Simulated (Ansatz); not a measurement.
# Work function of Nb by crystal face

Does the work function of Nb follow how densely a face is packed, and which functional comes nearest to experiment?

Measured values are compiled ones, as quoted in “Anisotropic work function of elemental crystals” (2019, arxiv:1902.07811).

How it was computed: Ansatz 0.2.0, plane waves with PAW datasets (its set soft_2) at their recommended cutoffs; symmetric slabs of 7 layers (11 for bcc (111)) cut at the tabulated experimental lattice constant, atoms at bulk places, 18 Å of vacuum, k-spacing 0.16 Å⁻¹ (2π included), Fermi-Dirac smearing of 0.1 eV, SCF threshold 1e-9 eV; spin-polarised where the metal is Fe, Co or Ni. The work function is the vacuum level less the Fermi level; differences are formed before rounding.

The runs side by side:

| face | atoms per nm² | LDA (eV) | PBEsol (eV) | r2SCAN (eV) | PBE (eV) | RPBE (eV) | PBE, relaxed (eV) | measured (eV) |
| --- | --- | --- | --- | --- | --- | --- | --- | --- |
| (110) | 13.0 | 4.79 | 4.64 | 4.62 | 4.54 | 4.41 | 4.50 | 4.63 |
| (100) | 9.2 | 3.98 | 3.81 | 3.71 | 3.72 | 3.57 | 3.60 | 3.97 |
| (111) | 5.3 | 3.69 | 3.49 | 3.36 | 3.41 | 3.26 | 3.78 | 4.08 |

**Reading.** With PBE the work function runs from 4.54 eV on (110) to 3.41 eV on (111). It falls with the atom density, as Smoluchowski smoothing would have it: on an open face electrons flow from the ridges into the troughs, which weakens the surface dipole. All functionals in the table give the same order. LDA lies 0.25 to 0.28 eV above PBE. After relaxation the order is (100) < (111) < (110), so that reading holds for the unrelaxed slabs alone. With the layers relaxed PBE misses the measured values by 0.13 to 0.37 eV. Against the 3 measured values on unreconstructed faces, LDA comes nearest (mean absolute error 0.19 eV), and PBE misses by 0.09 to 0.67 eV. PBEsol is within 0.1 eV of LDA's error, inside the spread of measured values. For (110), (100) and (111) the measured order is not the one that unrelaxed PBE gives, but the one that it gives after relaxation. Relaxing all layers with PBE (forces under 0.01 eV/Å) moves the values by −0.13 to +0.37 eV.

**Limits.** Slabs this thin leave size errors that can reach a tenth of an eV or more. Compiled measured values differ between sources by a tenth of an eV or more. The functionals share one unrelaxed geometry at the tabulated experimental lattice constant; the relaxed column keeps that in-plane lattice, which is not PBE's own.
